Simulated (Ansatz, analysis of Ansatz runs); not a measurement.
# Neutral bond-centred H (muonium) in Ge: hyperfine coupling, r2SCAN

Subject: neutral bond-centred H (muonium) in Ge. Wanted: its hyperfine coupling, in one set-up (r2SCAN, 64-site cell, r2SCAN lattice, 500 eV, k: the single point 1/4 1/4 1/4 then 2x2x2 shifted 0.5 0.5 0.5). The model is a cell of 64 host atoms with 1 H put in. The isotropic coupling follows from the spin density at the nucleus, the nuclear g-factor and the total spin. A meta-GGA costs about twice a GGA and mends lattice constants and part of the gap.

Measured beforehand: 1H (muon value / 3.1833) (muon value divided by the ratio of moments 3.1833; muon (Mu, light H isotope)), printed as -96.5 MHz: -30.31 MHz, by muon spin resonance (leading '2' in as_printed is a garbled minus sign) (quoted in “Muonium as a hydrogen analogue in silicon and germanium: Quantum effects and hyperfine parameters”, 1999, A. R. Porter, M. D. Towler, and R. J. Needs, quoting earlier work (1988)). The runs below try to reproduce this.

Method: plane-wave PAW DFT, r2SCAN; relaxation of all atoms of a defect supercell, in Ansatz 0.2.0.

### 1. Starting point

The cell holds 65 atoms: 64 Ge and 1 H. Its edges and angles: a = 11.348 Å, b = 11.348 Å, c = 11.348 Å, α = 90.0°, β = 90.0°, γ = 90.0°. It derives from Ge (space group Fd-3m). Nearest the centre at fractional (0.302, 0.330, 0.305): H65 at 0.00 Å, Ge4 at 1.69 Å, Ge8 at 1.69 Å, Ge6 at 2.91 Å, Ge27 at 2.99 Å, Ge49 at 3.03 Å, Ge5 at 3.17 Å, Ge7 at 3.21 Å.

The host's primitive cell comes from a first run (plane-wave PAW DFT, r2SCAN; relaxation of the host's cell and atoms): vectors of 4.012, 4.012 and 4.012 Å. That is 22.83 Å³ an atom, 0.9 % over the diffraction cell's volume. The supercell is built on it.

### 2. Relaxation, charge 0

Every later number rests on the structure around the defect, so the atoms are relaxed at the host's lattice first.

Input file relax/input.yaml:

```yaml
relax:
  f_tol: 0.02
  max_steps: 80
  random_displacement: { amplitude: 0.02, seed: 943 }
crystal:
  lattice:
    - [11.34805325, 0.0, 0.0]
    - [0.0, 11.34805325, 0.0]
    - [0.0, 0.0, 11.34805325]
  atoms:
    - { symbol: Ge, position: [0.0, 0.0, 0.25] }
    - { symbol: Ge, position: [0.0, 0.25, 0.0] }
    - { symbol: Ge, position: [0.25, 0.0, 0.0] }
    - { symbol: Ge, position: [0.227564434, 0.227564434, 0.227564434] }
    - { symbol: Ge, position: [0.125, 0.125, 0.375] }
    - { symbol: Ge, position: [0.125, 0.375, 0.125] }
    - { symbol: Ge, position: [0.375, 0.125, 0.125] }
    - { symbol: Ge, position: [0.397435566, 0.397435566, 0.397435566] }
    - { symbol: Ge, position: [0.0, 0.0, 0.75] }
    - { symbol: Ge, position: [0.0, 0.25, 0.5] }
    - { symbol: Ge, position: [0.25, 0.0, 0.5] }
    - { symbol: Ge, position: [0.25, 0.25, 0.75] }
    - { symbol: Ge, position: [0.125, 0.125, 0.875] }
    - { symbol: Ge, position: [0.125, 0.375, 0.625] }
    - { symbol: Ge, position: [0.375, 0.125, 0.625] }
    - { symbol: Ge, position: [0.375, 0.375, 0.875] }
    - { symbol: Ge, position: [0.0, 0.5, 0.25] }
    - { symbol: Ge, position: [0.0, 0.75, 0.0] }
    - { symbol: Ge, position: [0.25, 0.5, 0.0] }
    - { symbol: Ge, position: [0.25, 0.75, 0.25] }
    - { symbol: Ge, position: [0.125, 0.625, 0.375] }
    - { symbol: Ge, position: [0.125, 0.875, 0.125] }
    - { symbol: Ge, position: [0.375, 0.625, 0.125] }
    - { symbol: Ge, position: [0.375, 0.875, 0.375] }
    - { symbol: Ge, position: [0.0, 0.5, 0.75] }
    - { symbol: Ge, position: [0.0, 0.75, 0.5] }
    - { symbol: Ge, position: [0.25, 0.5, 0.5] }
    - { symbol: Ge, position: [0.25, 0.75, 0.75] }
    - { symbol: Ge, position: [0.125, 0.625, 0.875] }
    - { symbol: Ge, position: [0.125, 0.875, 0.625] }
    - { symbol: Ge, position: [0.375, 0.625, 0.625] }
    - { symbol: Ge, position: [0.375, 0.875, 0.875] }
    - { symbol: Ge, position: [0.5, 0.0, 0.25] }
    - { symbol: Ge, position: [0.5, 0.25, 0.0] }
    - { symbol: Ge, position: [0.75, 0.0, 0.0] }
    - { symbol: Ge, position: [0.75, 0.25, 0.25] }
    - { symbol: Ge, position: [0.625, 0.125, 0.375] }
    - { symbol: Ge, position: [0.625, 0.375, 0.125] }
    - { symbol: Ge, position: [0.875, 0.125, 0.125] }
    - { symbol: Ge, position: [0.875, 0.375, 0.375] }
    - { symbol: Ge, position: [0.5, 0.0, 0.75] }
    - { symbol: Ge, position: [0.5, 0.25, 0.5] }
    - { symbol: Ge, position: [0.75, 0.0, 0.5] }
    - { symbol: Ge, position: [0.75, 0.25, 0.75] }
    - { symbol: Ge, position: [0.625, 0.125, 0.875] }
    - { symbol: Ge, position: [0.625, 0.375, 0.625] }
    - { symbol: Ge, position: [0.875, 0.125, 0.625] }
    - { symbol: Ge, position: [0.875, 0.375, 0.875] }
    - { symbol: Ge, position: [0.5, 0.5, 0.25] }
    - { symbol: Ge, position: [0.5, 0.75, 0.0] }
    - { symbol: Ge, position: [0.75, 0.5, 0.0] }
    - { symbol: Ge, position: [0.75, 0.75, 0.25] }
    - { symbol: Ge, position: [0.625, 0.625, 0.375] }
    - { symbol: Ge, position: [0.625, 0.875, 0.125] }
    - { symbol: Ge, position: [0.875, 0.625, 0.125] }
    - { symbol: Ge, position: [0.875, 0.875, 0.375] }
    - { symbol: Ge, position: [0.5, 0.5, 0.75] }
    - { symbol: Ge, position: [0.5, 0.75, 0.5] }
    - { symbol: Ge, position: [0.75, 0.5, 0.5] }
    - { symbol: Ge, position: [0.75, 0.75, 0.75] }
    - { symbol: Ge, position: [0.625, 0.625, 0.875] }
    - { symbol: Ge, position: [0.625, 0.875, 0.625] }
    - { symbol: Ge, position: [0.875, 0.625, 0.625] }
    - { symbol: Ge, position: [0.875, 0.875, 0.875] }
    - { symbol: H, position: [0.301619, 0.330401, 0.30548] }
basis:
  ecutwfc: 500
  xc_grid: 2
hamiltonian:
  xc: r2scan
kpoints:
  mp_grid: { grid: [1, 1, 1], shift: [0.25, 0.25, 0.25] }
magnetization:
  spin_polarized: true
  initial_magnetization: 1
  spin_locking: { lock_magnetization: hard }
scf:
  occupations: { method: fermi_dirac, width: 0.01 }
  max_iter: 120
output:
  forces: true
checkpoint:
  write: "../relax.run"
  compress: false
  write_wavefunctions: true
  write_every: 100000
```

Launch:

```sh
$ ansatz run input.yaml --threads 32 --pin off --max-ram 131891MiB --backend cuda --events-out ev --progress --plain --runs-dir out
```

The log of the run:

```text
Warning: This run holds its total moment fixed (magnetization.spin_locking.lock_magnetization: hard) and mixes its density by anderson or broyden (scf.mixing.algorithm, typed or taken by auto). Slabs  [...]
Engine: ansatz 0.2.0, aarch64-unknown-linux-gnu
[...]
Pseudopotential: Ge, paw, valence charge 14, recommended cutoff 500 eV (meta_gga), Ge.paw.azcp
Pseudopotential: H, paw, valence charge 1, recommended cutoff 500 eV (meta_gga), H.paw.azcp
Functional definition: r2SCAN
[...]
Crystal: 65 atoms, lattice volume = 1461.383 Å³
Basis set: ecut = 500 eV, 37193 PW (Γ), exchange–correlation on 180×180×180 points (8 copies of the dense FFT grid, shifted against one another)
Bands: 539, of which v1, the nominal top of the filled ones, is band 449 counted from 1 (448 counted from 0)
[...]
k-points: 1
[...]
Functional: x = r2scan, c = r2scan; τ floored in thin density (d = 2e-4 eV/Å³)
[...]
SCF iter   1: F=—  HF=-275397.815061 eV  |Δ(HF+E_count)|=         —  Δρ=1.88e-2 (↑1.77e-2 ↓1.88e-2)  dr2=1.57e1  dr2_τ=4.34e-2  dr2_m=3.54e-2  M=1.000 μB ∫|m|=1.036 μB  Hψ=4948
[...]
SCF 7 converged in 2 iterations: F = -275400.045556 eV  dr2 = 2.59e-8
[...]
SCF converged after 2 iterations
[...]
Magnetization: 1.0000 μB (449.0000 up, 448.0000 down)
Absolute magnetization: 1.2727 μB (∫|ρ↑−ρ↓|, with the PAW one-centre terms)
[...]
Free energy (F): -275400.045556 eV
[...]
Fermi energy:    8.716238 (↑ 8.889965, ↓ 8.332786) eV
--- Per-component energies (eV) ---
[...]
--- Forces (eV/Å), atoms counted from 1 ---
[...]
--- Band table (eV) ---
[...]
--- Relaxed structure (6 steps of the walk, 6 accepted, 0 SCFs on fresh bases) ---
[...]
```

The job ended after 13 s (1 × NVIDIA GB200 with 32 threads of Arm Neoverse V2, shared host; peak memory 4 GiB; 35 s of CPU time).

Step by step:

| step | energy less that of the first step (eV) | largest force component (eV/Å) |
| --- | --- | --- |
| 1 | 0.0000 | 0.9895 |
| 2 | -0.3940 | 0.2210 |
| 3 | -0.4144 | 0.0456 |
| 4 | -0.4165 | 0.0227 |
| 5 | -0.4181 | 0.0101 |
| 6 | -0.4184 | 0.0033 |

The atoms that moved most (Å, from the sites as typed, ahead of the random displacement):

| atom | dx | dy | dz | length |
| --- | --- | --- | --- | --- |
| H65 | 0.121 | -0.198 | 0.078 | 0.245 |
| Ge6 | -0.061 | 0.032 | -0.060 | 0.091 |
| Ge27 | -0.031 | 0.062 | 0.058 | 0.090 |
| Ge49 | 0.057 | 0.062 | -0.030 | 0.089 |
| Ge5 | -0.060 | -0.055 | 0.028 | 0.086 |
| Ge7 | 0.027 | -0.055 | -0.059 | 0.086 |
| Ge42 | 0.056 | -0.026 | 0.057 | 0.084 |
| Ge2 | -0.037 | -0.014 | -0.036 | 0.053 |

Neighbours of H65 at the end:

| atom | distance (Å) |
| --- | --- |
| Ge8 | 1.663 |
| Ge4 | 1.664 |
| Ge6 | 3.178 |
| Ge49 | 3.178 |
| Ge27 | 3.178 |
| Ge42 | 3.179 |
| Ge5 | 3.179 |
| Ge7 | 3.180 |

This step gave:

```yaml
free_energy: -275400.0456 eV
total_moment: 1 μB
integral_of_the_absolute_spin_density: 1.273 μB
spin_contamination: 0.002174
```

The relaxation ends 6.4 meV an atom lower than the displaced start, with a largest force component of 0.0033 eV/Å.

### 3. Contact spin densities

The relaxed structure is kept, and the final numbers are taken at the final level and k-points.

This step: plane-wave PAW DFT, r2SCAN; single point of a defect supercell.

Input file point/input.yaml:

```yaml
crystal:
  lattice:
    - [11.34805325, 0.0, 0.0]
    - [0.0, 11.34805325, 0.0]
    - [0.0, 0.0, 11.34805325]
  atoms:
    - { symbol: Ge, position: [-0.003031248, -0.00275794, 0.248521834] }
    - { symbol: Ge, position: [-0.00310013, 0.248723804, -0.003079445] }
[... 1 atom line left out ...]
    - { symbol: Ge, position: [0.227803174, 0.228152689, 0.22784044] }
    - { symbol: Ge, position: [0.119832218, 0.120119871, 0.37755852] }
    - { symbol: Ge, position: [0.119748144, 0.377774642, 0.119769417] }
    - { symbol: Ge, position: [0.377545282, 0.120119829, 0.119854428] }
    - { symbol: Ge, position: [0.397053256, 0.397430864, 0.397091418] }
[... 8 atom lines left out ...]
    - { symbol: Ge, position: [-0.001038867, 0.500263815, 0.250454269] }
[... 1 atom line left out ...]
    - { symbol: Ge, position: [0.250418021, 0.500264472, -0.001023267] }
[... 1 atom line left out ...]
    - { symbol: Ge, position: [0.12494686, 0.626267676, 0.374497742] }
[... 5 atom lines left out ...]
    - { symbol: Ge, position: [0.247417024, 0.505457234, 0.50517924] }
[... 14 atom lines left out ...]
    - { symbol: Ge, position: [0.505036638, 0.247678758, 0.505074019] }
[... 6 atom lines left out ...]
    - { symbol: Ge, position: [0.50514188, 0.505423254, 0.247432384] }
[... 15 atom lines left out ...]
    - { symbol: H, position: [0.312377231, 0.312926549, 0.312414815] }
basis:
  ecutwfc: 500
  xc_grid: 2
hamiltonian:
  xc: r2scan
kpoints:
  mp_grid: { grid: [2, 2, 2], shift: [0.5, 0.5, 0.5] }
magnetization:
  spin_polarized: true
  initial_magnetization: 1
  spin_locking: { lock_magnetization: hard }
scf:
  occupations: { method: fermi_dirac, width: 0.01 }
  max_iter: 120
output:
  forces: true
  efg: {}
  eigenvalues: true
checkpoint:
  read: "../relax.run"
```

The log of the run:

```text
[...]
Crystal: 65 atoms, lattice volume = 1461.383 Å³
Basis set: ecut = 500 eV, 37193 PW (Γ), exchange–correlation on 180×180×180 points (8 copies of the dense FFT grid, shifted against one another)
Bands: 539, of which v1, the nominal top of the filled ones, is band 449 counted from 1 (448 counted from 0)
[...]
k-points: 4 of 8 (time reversal used)
[...]
SCF 1 converged in 12 iterations: F = -275400.088637 eV  dr2 = 4.90e-9
[...]
SCF converged after 12 iterations
Magnetization: 1.0000 μB (449.0000 up, 448.0000 down)
Absolute magnetization: 1.0391 μB (∫|ρ↑−ρ↓|, with the PAW one-centre terms)
[...]
Free energy (F): -275400.088637 eV
[...]
Fermi energy:    8.737978 (↑ 8.876697, ↓ 8.332205) eV
[...]
--- Forces (eV/Å), atoms counted from 1 ---
[...]
--- PAW observables at the nuclei: V_zz in 10²¹ V/m², potentials from the cell's mean, atoms counted from 1 ---
[...]
--- Band table (eV; the first three rows and the last of 8) ---
[...]
```

The job ended after 9.5 s (1 × NVIDIA GB200 with 32 threads; peak memory 2.8 GiB).

Read from the output:

```yaml
free_energy: -275400.0886 eV
total_moment: 1.000 μB
integral_of_the_absolute_spin_density: 1.039 μB
spin_contamination: 0.001615
```

The atoms' spheres hold 0.42 of the 1 μB, none over 0.02 μB.

Isotropic hyperfine couplings from the contact spin densities (Fermi contact term with core polarisation, no dipolar part), the largest:

| atom | isotope | distance from the centre (Å) | contact spin density (e/Å³) | A (MHz) |
| --- | --- | --- | --- | --- |
| Ge8 | 73Ge | 1.68 | 2.46 | -57.1 |
| Ge4 | 73Ge | 1.68 | 2.46 | -57.1 |
| Ge56 | 73Ge | 7.13 | 1.39 | -32.3 |
| Ge32 | 73Ge | 7.17 | 1.39 | -32.3 |
| Ge48 | 73Ge | 6.91 | 1.39 | -32.3 |
| Ge44 | 73Ge | 7.23 | 1.39 | -32.3 |
| Ge28 | 73Ge | 6.97 | 1.39 | -32.3 |
| Ge52 | 73Ge | 7.01 | 1.39 | -32.3 |
| H65 | 1H | 0.25 | -0.0430 | -28.5 |
| Ge46 | 73Ge | 5.23 | 1.22 | -28.2 |

### 4. Summary of results

```
1H (muon value / 3.1833)              : -28.5 MHz
integral of the absolute spin density : 1.04 μB
time of the whole chain               : 26 s on 32 threads and a graphics card
```

**Reading.** 1H (muon value / 3.1833): computed -28.5 MHz, measured -30.31 MHz (muon value divided by the ratio of moments 3.1833; muon (Mu, light H isotope)); 1.8 MHz (6 %) smaller in size than the measurement. The spin is not held on one site here (at most 0.01 μB on an atom), so the state computed is not the localised centre that was measured. Only the isotropic (Fermi contact) part is computed, with core polarisation; no vibrational averaging.

[Logs are printed without paths, hosts, clocks, repeated set-up lines and the standing remarks that a program may print on its own settings, such as how far it seeks lower states.]

[Hosts, paths, dates, database ids (printed as entryN), source tags and the programs' standing remarks are cut or masked in the printed files.]

[For some hosts the program warned that the k-mesh of the response run may be too coarse for force constants and the static dielectric constant; such warnings are not shown here.]
